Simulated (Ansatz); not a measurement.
# Zn2C (model cell, started as cuprite): phonons and vibrational spectra

Aim: the vibrations of Zn2C (model cell, started as cuprite), their spectra, and whether the structure is stable.

Method: DFT r2SCAN, scalar-relativistic, plane waves, PAW, in Ansatz 0.2.0.

The structure was built from a prototype and need not be the compound's stable phase.

### Step 1. Starting point

Symmetry: Pn-3m, No. 224, cubic system. Conventional cell: a = 4.552 Å, b = 4.552 Å, c = 4.552 Å, α = 90.00°, β = 90.00°, γ = 90.00°. Nearest to C lie 4 Zn at 1.97 Å. Zn has 2 C at 1.97 Å nearest. Farther neighbours are not listed.

### Step 2. Relaxation

The cell and atoms are relaxed, since residual forces and stress would shift the frequencies.

Contents of input.yaml:

```yaml
crystal:
  lattice:
    - [4.55229, 0.0, 0.0]
    - [0.0, 4.55229, 0.0]
    - [0.0, 0.0, 4.55229]
  atoms:
    - { symbol: C, position: [0.0, 0.0, 0.0] }
    - { symbol: C, position: [0.5, 0.5, 0.5] }
    - { symbol: Zn, position: [0.25, 0.25, 0.25] }
    - { symbol: Zn, position: [0.75, 0.75, 0.25] }
    - { symbol: Zn, position: [0.75, 0.25, 0.75] }
    - { symbol: Zn, position: [0.25, 0.75, 0.75] }
kpoints:
  mp_grid: { grid: [6, 6, 6] }
hamiltonian:
  xc: r2scan
scf:
  occupations: { method: gaussian, width: 0.02 }
output:
  forces: true
  stress: true
  eigenvalues: true
  write_density: true
  write_potential: true
  elf: true
  volumetric_format: npy
relax:
  adjacent_minimum: "off"
  f_tol: 0.005
  max_steps: 80
  cell: { stress_tol: 0.05 }
```

Command:

```console
$ ansatz run input.yaml --threads 8 --pin off --max-ram 14336MiB --backend cpu --events-out ev --progress --plain --runs-dir out
```

Numbers of over 12 decimals in the logs are rounded to 6 here.

What it wrote:

```text
Engine: ansatz 0.2.0, aarch64-unknown-linux-gnu
Pseudopotentials: kind: paw
Pseudopotential: C, paw, valence charge 4, recommended cutoff 500 eV (meta_gga), C.paw.azcp
Pseudopotential: Zn, paw, valence charge 12, recommended cutoff 500 eV (meta_gga), Zn.paw.azcp
Functional definition: r2SCAN
  parameter k0 = 0.174
  parameter k1 = 0.065
  parameter a1 = 4.9479
  exchange = r2scan_x(k0 = k0, k1 = k1, a1 = a1)
  correlation = r2scan_c
Crystal: 6 atoms, lattice volume = 94.339 Å³
Basis set: ecut = 500 eV, 2373 PW (Γ), exchange–correlation on 144×144×144 points (64 copies of the dense FFT grid, shifted against one another)
Bands: 34, of which v1, the nominal top of the filled ones, is band 28 counted from 1 (27 counted from 0)
Symmetry: 48 space group operations
Space group: Pn-3m (ITA 224), of the structure as read, at distance tolerance 4.6e-5 Å
k-points: 20 of 216
Non-local potential: C, projectors of the file, l = 0: 2, l = 1: 2, l = 2: 1
Non-local potential: Zn, projectors of the file, l = 0: 2, l = 1: 2, l = 2: 3, l = 3: 1
PAW form: soft (Blöchl's): semilocal exchange-correlation on the pseudo side does not see the compensation charge
PAW frozen core: C, regenerated for the run's functional (the file was generated under x = pbe(κ = 0.804, μ = 0.219515), c = pbe(β = 0.066725))
PAW frozen core: Zn, regenerated for the run's functional (the file was generated under x = pbe(κ = 0.804, μ = 0.219515), c = pbe(β = 0.066725))
PAW one-centre angular grid: C, 302 points (default); XC on 239 of its mesh's 2573 points in the sphere
PAW one-centre angular grid: Zn, 590 points (default); XC on 261 of its mesh's 2673 points in the sphere
Initial density: superposition of atomic densities (neutral atoms: chi_scale 0, normalization atom), corrected by the library's trained network
Initial wavefunctions: pseudopotential atomic-orbital guess
Functional: x = r2scan, c = r2scan; τ floored in thin density (d = 2e-4 eV/Å³)
SCF iter   1: F=—  HF=-13802.577753 eV  |F-HF|=—  |Δ(HF+E_count)|=         —  Δρ=1.72e-2  dr2=1.52e-1  dr2_τ=1.44e-1  ethr=1.77e-3  ⟨swp⟩=6.6  Hψ=3113  notcnv=0
preconditioner: auto → Resta (q_TF=auto, 2.501 Å⁻¹)  ε∞=8.4  [insulator: Δε(μ)=1.105 eV  Ē_g=10.543 eV  σ=0.020 eV  W_gap=1.00  n_scr=26 (ndim 8)  ℏωp=28.6 eV  f_vac=0.000  D(μ)=0.00/eV (n_scr^D=0)  ε∞_Penn≈8.4]
SCF iter   2: F=—  HF=-13802.567256 eV  |F-HF|=—  |Δ(HF+E_count)|=   1.05e-2  Δρ=2.18e-3  dr2=2.04e-3  dr2_τ=1.39e-3  ethr=2.72e-4  ⟨swp⟩=2.8  Hψ=1507  notcnv=0  defer=37
SCF iter   3: F=—  HF=-13802.560369 eV  |F-HF|=—  |Δ(HF+E_count)|=   6.89e-3  Δρ=2.91e-3  dr2=4.18e-3  dr2_τ=3.96e-5  ethr=3.63e-6  ⟨swp⟩=2.5  Hψ=1357  notcnv=0  defer=37
SCF iter   4: F=—  HF=-13802.559366 eV  |F-HF|=—  |Δ(HF+E_count)|=   1.00e-3  Δρ=4.55e-4  dr2=1.18e-4  dr2_τ=3.57e-5  ethr=3.63e-6  ⟨swp⟩=2.0  Hψ=1261  notcnv=0  defer=37
SCF iter   5: F=—  HF=-13802.559410 eV  |F-HF|=—  |Δ(HF+E_count)|=   4.41e-5  Δρ=1.84e-4  dr2=1.86e-5  dr2_τ=8.44e-7  ethr=2.11e-7  ⟨swp⟩=2.0  Hψ=1198  notcnv=0  defer=37
SCF iter   6: F=—  HF=-13802.559439 eV  |F-HF|=—  |Δ(HF+E_count)|=   2.91e-5  Δρ=6.75e-5  dr2=4.30e-6  dr2_τ=4.06e-8  ethr=3.32e-8  ⟨swp⟩=2.0  Hψ=1143  notcnv=0  defer=37
SCF iter   7: F=—  HF=-13802.559441 eV  |F-HF|=—  |Δ(HF+E_count)|=   2.17e-6  Δρ=1.19e-5  dr2=1.48e-7  dr2_τ=1.94e-9  ethr=7.68e-9  ⟨swp⟩=2.0  Hψ=1105  notcnv=0  defer=37
SCF iter   8: F=-13802.559442 eV  HF=-13802.559442 eV  |F-HF|=2.67e-9  |Δ(HF+E_count)|=   4.02e-8  Δρ=1.54e-6  dr2=2.18e-9  dr2_τ=3.24e-11  ethr=1.79e-10  ⟨swp⟩=12.6  Hψ=4848  notcnv=0
SCF 1 converged in 8 iterations: F = -13802.559442 eV  dr2 = 2.18e-9
  greatest PAW one-centre occupation: 0.985 electrons in one spin orbital (limit 2), on the Zn atom at site 5 (counted from 0), in its partial waves of l = 2
relax step   1: F+E_penalty+E_count = -13802.55944151 eV  Δ(F+E_penalty+E_count) = +0.000e0 eV  max|allowed force component| = 4.626e-18 eV/Å  Δτ_max = 0.0000 Å  P = -6.009 GPa  Ω = 94.339 Å³  (8 SCF iters, dr2 threshold 1.00e-7 eV, accepted)
Crystal: 6 atoms, lattice volume = 90.598 Å³
Basis set: ecut = 500 eV, 2325 PW (Γ), exchange–correlation on 144×144×144 points (64 copies of the dense FFT grid, shifted against one another)
Initial density: handed on by an earlier stage of this run
Initial wavefunctions: those handed on with the density
iter 1 solved again at ethr=6.14e-5 eV; its pass at ethr=3.10e-3 eV (dr2=3.44e-2 eV) is discarded
SCF iter   1: F=—  HF=-13802.620436 eV  |F-HF|=—  |Δ(HF+E_count)|=         —  Δρ=5.77e-3  dr2=3.46e-2  dr2_τ=1.84e-2  ethr=6.14e-5  ⟨swp⟩=1.6  Hψ=3298  notcnv=0
preconditioner: auto → Resta (q_TF=auto, 2.518 Å⁻¹)  ε∞=8.8  [insulator: Δε(μ)=1.076 eV  Ē_g=10.444 eV  σ=0.020 eV  W_gap=1.00  n_scr=26 (ndim 8)  ℏωp=29.2 eV  f_vac=0.000  D(μ)=0.00/eV (n_scr^D=0)  ε∞_Penn≈8.8]
SCF iter   2: F=—  HF=-13802.665465 eV  |F-HF|=—  |Δ(HF+E_count)|=   4.50e-2  Δρ=2.25e-3  dr2=8.55e-3  dr2_τ=1.40e-4  ethr=6.14e-5  ⟨swp⟩=2.7  Hψ=1386  notcnv=0
SCF iter   3: F=—  HF=-13802.663294 eV  |F-HF|=—  |Δ(HF+E_count)|=   2.17e-3  Δρ=1.54e-3  dr2=1.17e-3  dr2_τ=1.16e-4  ethr=1.53e-5  ⟨swp⟩=2.0  Hψ=1354  notcnv=0
SCF iter   4: F=—  HF=-13802.662858 eV  |F-HF|=—  |Δ(HF+E_count)|=   4.36e-4  Δρ=5.44e-4  dr2=1.84e-4  dr2_τ=9.41e-6  ethr=2.09e-6  ⟨swp⟩=2.0  Hψ=1322  notcnv=0
SCF iter   5: F=—  HF=-13802.662917 eV  |F-HF|=—  |Δ(HF+E_count)|=   5.88e-5  Δρ=3.05e-4  dr2=1.74e-4  dr2_τ=7.70e-6  ethr=3.28e-7  ⟨swp⟩=2.0  Hψ=1248  notcnv=0
SCF iter   6: F=—  HF=-13802.662890 eV  |F-HF|=—  |Δ(HF+E_count)|=   2.74e-5  Δρ=1.63e-4  dr2=4.25e-5  dr2_τ=8.41e-7  ethr=3.11e-7  ⟨swp⟩=1.8  Hψ=737  notcnv=0  defer=2
SCF iter   7: F=-13802.662880 eV  HF=-13802.662880 eV  |F-HF|=5.93e-9  |Δ(HF+E_count)|=   9.24e-6  Δρ=1.57e-5  dr2=1.84e-7  dr2_τ=5.78e-9  ethr=1.07e-9  ⟨swp⟩=8.4  Hψ=5693  notcnv=0
SCF 2 converged in 7 iterations: F = -13802.662880 eV  dr2 = 1.84e-7
  greatest PAW one-centre occupation: 0.985 electrons in one spin orbital (limit 2), on the Zn atom at site 4 (counted from 0), in its partial waves of l = 2
relax step   2: F+E_penalty+E_count = -13802.66288027 eV  Δ(F+E_penalty+E_count) = -1.034e-1 eV  max|allowed force component| = 3.315e-17 eV/Å  Δτ_max = 0.0000 Å  P = -2.644 GPa  Ω = 90.598 Å³  energy of the carried Pulay correction = +9.474e-4 eV  (7 SCF iters, dr2 threshold 6.00e-7 eV, accepted)
Crystal: 6 atoms, lattice volume = 87.862 Å³
Basis set: ecut = 500 eV, 2205 PW (Γ), exchange–correlation on 144×144×144 points (64 copies of the dense FFT grid, shifted against one another)
iter 1 solved again at ethr=3.68e-5 eV; its pass at ethr=3.10e-3 eV (dr2=2.06e-2 eV) is discarded
SCF iter   1: F=—  HF=-13802.660340 eV  |F-HF|=—  |Δ(HF+E_count)|=         —  Δρ=4.69e-3  dr2=2.18e-2  dr2_τ=1.11e-2  ethr=3.68e-5  ⟨swp⟩=2.1  Hψ=3721  notcnv=0
preconditioner: auto → Resta (q_TF=auto, 2.531 Å⁻¹)  ε∞=8.8  [insulator: Δε(μ)=1.003 eV  Ē_g=10.599 eV  σ=0.020 eV  W_gap=1.00  n_scr=26 (ndim 8)  ℏωp=29.6 eV  f_vac=0.000  D(μ)=0.00/eV (n_scr^D=0)  ε∞_Penn≈8.8]
SCF iter   2: F=—  HF=-13802.685530 eV  |F-HF|=—  |Δ(HF+E_count)|=   2.52e-2  Δρ=1.79e-3  dr2=5.14e-3  dr2_τ=9.26e-5  ethr=3.68e-5  ⟨swp⟩=2.6  Hψ=1382  notcnv=0
SCF iter   3: F=—  HF=-13802.684157 eV  |F-HF|=—  |Δ(HF+E_count)|=   1.37e-3  Δρ=1.22e-3  dr2=7.38e-4  dr2_τ=6.67e-5  ethr=9.17e-6  ⟨swp⟩=2.0  Hψ=1354  notcnv=0
SCF iter   4: F=—  HF=-13802.683889 eV  |F-HF|=—  |Δ(HF+E_count)|=   2.68e-4  Δρ=4.22e-4  dr2=1.04e-4  dr2_τ=5.49e-6  ethr=1.32e-6  ⟨swp⟩=2.0  Hψ=1317  notcnv=0
SCF iter   5: F=—  HF=-13802.683920 eV  |F-HF|=—  |Δ(HF+E_count)|=   3.19e-5  Δρ=2.36e-4  dr2=9.77e-5  dr2_τ=4.36e-6  ethr=1.86e-7  ⟨swp⟩=2.0  Hψ=1240  notcnv=0
SCF iter   6: F=—  HF=-13802.683905 eV  |F-HF|=—  |Δ(HF+E_count)|=   1.51e-5  Δρ=1.32e-4  dr2=2.61e-5  dr2_τ=5.52e-7  ethr=1.74e-7  ⟨swp⟩=1.8  Hψ=713  notcnv=0
SCF iter   7: F=-13802.683900 eV  HF=-13802.683899 eV  |F-HF|=5.32e-8  |Δ(HF+E_count)|=   5.84e-6  Δρ=1.25e-5  dr2=7.28e-8  dr2_τ=3.48e-9  ethr=1.07e-9  ⟨swp⟩=7.5  Hψ=5377  notcnv=0
SCF 3 converged in 7 iterations: F = -13802.683900 eV  dr2 = 7.28e-8
  greatest PAW one-centre occupation: 0.985 electrons in one spin orbital (limit 2), on the Zn atom at site 3 (counted from 0), in its partial waves of l = 2
relax step   3: F+E_penalty+E_count = -13802.68389954 eV  Δ(F+E_penalty+E_count) = -2.102e-2 eV  max|allowed force component| = 2.467e-17 eV/Å  Δτ_max = 0.0000 Å  P = +0.347 GPa  Ω = 87.862 Å³  energy of the carried Pulay correction = +1.665e-3 eV  (7 SCF iters, dr2 threshold 6.00e-7 eV, accepted)
[...]
relax step   4: F+E_penalty+E_count = -13802.68414161 eV  Δ(F+E_penalty+E_count) = -2.421e-4 eV  max|allowed force component| = 3.200e-17 eV/Å  Δτ_max = 0.0000 Å  P = +0.003 GPa  Ω = 88.155 Å³  energy of the carried Pulay correction = +1.587e-3 eV  (7 SCF iters, dr2 threshold 3.02e-7 eV, accepted)
Initial wavefunctions: pseudopotential atomic-orbital guess (no wavefunctions were taken with the density)
iter 1 solved again at ethr=3.24e-8 eV; its pass at ethr=3.10e-3 eV (dr2=1.81e-5 eV) is discarded
SCF iter   1: F=—  HF=-13802.682894 eV  |F-HF|=—  |Δ(HF+E_count)|=         —  Δρ=8.30e-5  dr2=1.59e-6  dr2_τ=1.21e-6  ethr=3.24e-8  ⟨swp⟩=3.4  Hψ=4751  notcnv=0
preconditioner: auto → Resta (q_TF=auto, 2.530 Å⁻¹)  ε∞=8.8  [insulator: Δε(μ)=0.973 eV  Ē_g=10.629 eV  σ=0.020 eV  W_gap=1.00  n_scr=26 (ndim 8)  ℏωp=29.6 eV  f_vac=0.000  D(μ)=0.00/eV (n_scr^D=0)  ε∞_Penn≈8.8]
SCF iter   2: F=—  HF=-13802.682897 eV  |F-HF|=—  |Δ(HF+E_count)|=   3.16e-6  Δρ=8.64e-5  dr2=2.95e-6  dr2_τ=8.18e-8  ethr=2.83e-9  ⟨swp⟩=2.0  Hψ=1231  notcnv=0
SCF iter   3: F=—  HF=-13802.682897 eV  |F-HF|=—  |Δ(HF+E_count)|=   3.62e-7  Δρ=1.50e-5  dr2=5.26e-8  dr2_τ=2.19e-8  ethr=2.83e-9  ⟨swp⟩=2.0  Hψ=1220  notcnv=0
SCF iter   4: F=—  HF=-13802.682897 eV  |F-HF|=—  |Δ(HF+E_count)|=   1.56e-7  Δρ=3.02e-6  dr2=3.38e-9  dr2_τ=1.78e-10  ethr=9.40e-11  ⟨swp⟩=2.0  Hψ=1240  notcnv=0
SCF iter   5: F=—  HF=-13802.682897 eV  |F-HF|=—  |Δ(HF+E_count)|=   2.55e-8  Δρ=1.10e-6  dr2=3.22e-10  dr2_τ=1.69e-11  ethr=6.03e-12  ⟨swp⟩=2.0  Hψ=1240  notcnv=0
SCF iter   6: F=-13802.682897 eV  HF=-13802.682897 eV  |F-HF|=1.64e-11  |Δ(HF+E_count)|=  4.80e-10  Δρ=1.99e-7  dr2=3.43e-11  dr2_τ=7.15e-12  ethr=1.00e-12  ⟨swp⟩=6.0  Hψ=3540  notcnv=0
SCF 5 converged in 6 iterations: F = -13802.682897 eV  dr2 = 3.43e-11
  greatest PAW one-centre occupation: 0.985 electrons in one spin orbital (limit 2), on the Zn atom at site 2 (counted from 0), in its partial waves of l = 2
relax step   5: F+E_penalty+E_count = -13802.68289706 eV  Δ(F+E_penalty+E_count) = +1.245e-3 eV  max|allowed force component| = 2.698e-17 eV/Å  Δτ_max = 0.0000 Å  P = -0.013 GPa  Ω = 88.155 Å³  stress off target by 1.25e-2 GPa  SCF on the basis re-selected at this cell (its energy is not comparable with the rows above)  (6 SCF iters)
basis re-selected at this cell: Δ(F+E_penalty+E_count) = +1.245e-3 eV, ΔP = -0.015 GPa vs the last step (what re-selecting the basis moved, of the pressure what is left beyond the Pulay correction that the steps carried, after the strain that the cell walked since its last selection, with what the two solves' SCF thresholds leave and, on support functions, any second-order correction that the steps lacked; it is no m [...]
SCF converged after 6 iterations
Free energy (F): -13802.682897 eV
Harris-Foulkes:  -13802.682897 eV  (|F-HF|=1.64e-11)
Internal energy: -13802.682897 eV  (E = F + TS)
E sigma→0 (E₀):  -13802.682897 eV
Fermi energy:    7.371583 eV
--- Per-component energies (eV) ---
  E_band       = 75.753077
  E_kinetic    = 693.950836
  E_local      = -7059.844360  (includes V_loc(G=0)·N_el)
  E_nonlocal   = 2503.330760
  E_hartree    = 2940.713605
  E_xc         = -591.704473
  E_vxc        = -346.506834  (∫ρ·V_xc dr)
  E_paw        = -7578.643714  (= ΣΔE_a)
  E_vpaw       = -1615.605310  (= ΣTr[D̂ρ^β])
  E_aug_tail   = -0.000207  (compensation charges beyond the density's cutoff)
  E_vtau       = 19.000816  (kinetic-family band-sum trace: ∫τ·v_τ [+ j·A + Jᵃ·Aᵃ] dr)
  E_ewald      = -4709.705322
  E_core_change = -0.780022  (= ΣΔE_core)
  E_smearing   = -0.000000  (= −TS)
  E_closure    = 0.000000  (closes the sum)
  Σ components = -13802.682897   (vs F -13802.682897, Δ=0.00e0)
--- Forces (eV/Å), atoms counted from 1 ---
  atom   1  C     -0.00000000    -0.00000000    -0.00000000
  atom   2  C      0.00000000     0.00000000     0.00000000
  atom   3  Zn     0.00000000    -0.00000000    -0.00000000
  atom   4  Zn     0.00000000    -0.00000000    -0.00000000
  atom   5  Zn    -0.00000000     0.00000000    -0.00000000
  atom   6  Zn    -0.00000000     0.00000000    -0.00000000
  max |Σ_I F_I| component: 9.25e-18 eV/Å
--- Stress (GPa, compression-positive) ---
       -0.012539       0.000000       0.000000
        0.000000      -0.012539       0.000000
        0.000000       0.000000      -0.012539
  P = ⅓ Tr σ = -0.0125 GPa (-0.125 kbar)
--- Band table (eV; the first three rows and the last of 20) ---
  k-point 0: bands = [... 24 lower, 5.5545, 6.4577, 6.4577, 6.4577, 7.8579, 7.8579, 9.4348, 15.1529, ... 2 higher]
  k-point 1: bands = [... 24 lower, 5.5926, 5.8134, 6.4763, 6.4763, 8.1403, 9.1992, 10.1275, 13.7790, ... 2 higher]
  k-point 2: bands = [... 24 lower, 5.6843, 5.6843, 6.4861, 6.4861, 8.9524, 11.3426, 11.3465, 11.8668, ... 2 higher]
  k-point 19: bands = [... 24 lower, 4.0192, 4.3303, 4.3303, 4.3303, 11.8267, 11.8267, 11.8267, 14.0076, ... 2 higher]
--- Relaxed structure (4 steps of the walk, 4 accepted, 1 SCFs on fresh bases) ---
  F+E_penalty+E_count = -13802.68289706 eV   max|allowed force component| = 2.698e-17 eV/Å   (the final SCF, on the basis selected at the relaxed cell)
  cell:  # Å, volume = 88.1553 Å³
    - [4.450576, 0, 0]
    - [0, 4.450576, 0]
    - [0, 0, 4.450576]
  atoms:
    - { symbol: C, position: [0, 0, 0] }
    - { symbol: C, position: [0.5, 0.5, 0.5] }
    - { symbol: Zn, position: [0.25, 0.25, 0.25] }
    - { symbol: Zn, position: [0.750000, 0.750000, 0.25] }
    - { symbol: Zn, position: [0.750000, 0.25, 0.750000] }
    - { symbol: Zn, position: [0.25, 0.750000, 0.750000] }
```

Elapsed: 9.8 s, on 8 threads of Arm Neoverse V1, shared host; peak memory 0.75 GiB; 71 s of CPU time.

Step by step:

```csv
step,energy less that of the first step (eV),largest force component (eV/Å),pressure (GPa),volume (Å³)
1,0.0000,0.0000,-6.01,94.34
2,-0.1034,0.0000,-2.64,90.60
3,-0.1245,0.0000,0.35,87.86
4,-0.1247,0.0000,0.00,88.16
5*,-0.1235,0.0000,-0.01,88.16
```

Relaxation steps marked * repeat the geometry before them on a plane-wave basis chosen anew for their cell, so energy and pressure can jump there.

Forces are held to the 48 operations that the run works with; a distortion that breaks them can't arise in this run.

```csv
"conventional cell, symmetrised",before,after,change
a (Å),4.552,4.451,-2.2 %
b (Å),4.552,4.451,-2.2 %
c (Å),4.552,4.451,-2.2 %
volume (Å³/atom),15.72,14.69,-6.6 %
```

Final coordinates:

```xyz
6
Lattice="4.4506 0.0000 0.0000 0.0000 4.4506 0.0000 0.0000 0.0000 4.4506" Properties=species:S:1:pos:R:3 pbc="T T T"
C     0.0000    0.0000    0.0000
C     2.2253    2.2253    2.2253
Zn    1.1126    1.1126    1.1126
Zn    3.3379    3.3379    1.1126
Zn    3.3379    1.1126    3.3379
Zn    1.1126    3.3379    3.3379
```

Numbers from this step:

| Item | Value |
| --- | --- |
| pressure | -0.01254 GPa |
| gap on the k-mesh | 0.9733 eV |
| volume per atom | 14.69 Å³ |
| direct gap on mesh | 1.400 eV |

Valence density in the ac plane at fractional y = 0.250, with atoms of Zn within 0.2 Å of it. It is the smooth field of the valence electrons, not physical close to the nuclei.

Values in e/Å³, 14 rows by 14 columns, each cell a mean:
```
 0  0  0  0  0  0  0  0  0  0  1  1  0  0
 0  0  0  0  0  0  0  0  0  2  4  3  1  0
 0  0  0  0  0  0  0  0  1  6 20 15  3  1
 0  0  0  0  0  0  0  0  1  8 28 20  4  1
 0  0  0  0  0  0  0  0  1  3  8  6  2  0
 0  0  0  0  0  0  0  0  0  1  1  1  0  0
 0  0  0  0  0  0  0  0  0  0  0  0  0  0
 0  0  0  1  1  0  0  0  0  0  0  0  0  0
 0  0  1  3  3  1  0  0  0  0  0  0  0  0
 0  1  6 21 15  3  1  0  0  0  0  0  0  0
 0  1  7 30 21  3  1  0  0  0  0  0  0  0
 0  1  2  7  6  1  0  0  0  0  0  0  0  0
 0  0  1  1  1  0  0  0  0  0  0  0  0  0
 0  0  0  0  0  0  0  0  0  0  0  0  0  0
```
Columns run along a (4.5 Å), rows up along c (4.5 Å). Atoms in or near the plane, at fractional coordinates: Zn at (0.25, 0.25), Zn at (0.75, 0.75).

ELF in the ac plane at fractional y = 0.250, with atoms of Zn within 0.2 Å of it. It is the smooth field of the valence electrons, not physical close to the nuclei.

Ten even steps from '0' (0.00) to '9' (0.60), each cell a mean:
```
98632112233347
76421112321124
44210123200013
32101233200013
21112465310023
11124688532232
12234699853322
22333479863211
23211246642111
32000134421012
32000133210123
53100232111246
85322322112468
98533221123479
```
Columns run along a (4.5 Å), rows up along c (4.5 Å). Atoms in or near the plane, at fractional coordinates: Zn at (0.25, 0.25), Zn at (0.75, 0.75).

Electrostatic potential energy in the ac plane at fractional y = 0.250, with atoms of Zn within 0.2 Å of it. With pseudopotentials it is smooth inside the atoms' cores, unlike the true potential.

Values in eV, 14 rows by 14 columns, each cell a mean:
```
 10  10  10  10  10  10   9   8   5  -2  -7  -5   2   8
  9  11  11  11  11  11   9   7  -4 -18 -25 -23 -13   2
  8  11  12  12  12  11   9   5 -13 -28 -35 -33 -23  -5
  8  10  12  12  12  11  10   4 -15 -30 -35 -35 -25  -7
  8  10  11  12  12  11  10   7  -8 -23 -30 -28 -18  -2
  9  10  10  10  11  11  10   9   4  -8 -15 -13  -4   5
  9   9   8   7   8   9  10  10   9   7   4   5   7   8
  8   5  -1  -6  -4   3   8  10  10  10  10   9   9   9
  6  -4 -18 -25 -23 -13   3   9  11  11  11  11  11  10
  4 -13 -28 -34 -33 -23  -4   8  11  12  12  12  11  10
  4 -14 -30 -35 -34 -25  -6   7  10  12  12  12  11  10
  6  -7 -23 -30 -28 -18  -1   8  10  11  12  12  11  10
  9   3  -7 -14 -13  -4   5   9  10  10  10  11  11  10
  9   9   6   4   4   6   8   9   9   8   8   8   9  10
```
Columns run along a (4.5 Å; values clipped at the 3rd and 97th percentile), rows up along c (4.5 Å). Atoms in or near the plane, at fractional coordinates: Zn at (0.25, 0.25), Zn at (0.75, 0.75).

In this step the volume went from 15.72 to 14.69 Å³/atom.

### Step 3. Relaxing to small forces for the phonons

Phonons need a cell at rest on their own settings, so the relaxation is repeated with tight tolerances on forces and stress on the k mesh and occupations of the first response run.

Contents of input.yaml:

```yaml
crystal:
  lattice:
    - [4.4505756034, 0.0, 0.0]
    - [0.0, 4.4505756034, 0.0]
    - [0.0, 0.0, 4.4505756034]
  atoms:
    - { symbol: C, position: [0.0, 0.0, 0.0] }
    - { symbol: C, position: [0.5, 0.5, 0.5] }
    - { symbol: Zn, position: [0.25, 0.25, 0.25] }
    - { symbol: Zn, position: [0.75, 0.75, 0.25] }
    - { symbol: Zn, position: [0.75, 0.25, 0.75] }
    - { symbol: Zn, position: [0.25, 0.75, 0.75] }
kpoints:
  mp_grid: { grid: [6, 6, 6] }
hamiltonian:
  xc: r2scan
scf:
  occupations: { method: fixed }
output:
  forces: true
  stress: true
  eigenvalues: true
relax:
  adjacent_minimum: "off"
  f_tol: 0.001
  max_steps: 60
  cell: { stress_tol: 0.01 }
```

What it wrote:

```text
[...]
Crystal: 6 atoms, lattice volume = 88.155 Å³
Basis set: ecut = 500 eV, 2205 PW (Γ), exchange–correlation on 144×144×144 points (64 copies of the dense FFT grid, shifted against one another)
Bands: 34, of which v1, the nominal top of the filled ones, is band 28 counted from 1 (27 counted from 0)
Symmetry: 48 space group operations
[...]
k-points: 20 of 216
[...]
cell:  # Å, volume = 88.1492 Å³
    - [4.450473, 0.0, 0.0]
    - [0.0, 4.450473, 0.0]
    - [0.0, 0.0, 4.450473]
  atoms:
    - { symbol: C, position: [0, 0, 0] }
    - { symbol: C, position: [0.500000, 0.500000, 0.500000] }
    - { symbol: Zn, position: [0.250000, 0.250000, 0.250000] }
    - { symbol: Zn, position: [0.750000, 0.750000, 0.250000] }
    - { symbol: Zn, position: [0.750000, 0.250000, 0.750000] }
    - { symbol: Zn, position: [0.250000, 0.750000, 0.750000] }
[key lines of the parts left out:]
SCF converged after 5 iterations
Free energy (F): -13802.682899 eV
Fermi energy:    6.885376 eV
P = ⅓ Tr σ = -0.0055 GPa (-0.055 kbar)
```

Run time: 5.2 s. Hardware: 8 threads; peak memory 0.73 GiB; 37 s of CPU time.

Little changed from the start: no atom moved by 0.005 Å and no cell edge by 0.1 %.

This step gave:

```yaml
pressure: -0.005463 GPa
gap_on_the_k_mesh: 0.9732 eV
```

The forces vanish by symmetry and the pressure is -0.005 GPa, within the tolerances set. The cell now holds 14.69 Å³/atom.

(Continued in part 2 of 2.)

[Logs are printed without paths, hosts, clocks, repeated set-up lines and the standing remarks that a program may print on its own settings, such as how far it seeks lower states.]

[Hosts, paths, dates, database ids (printed as entryN), source tags and the programs' standing remarks are cut or masked in the printed files.]
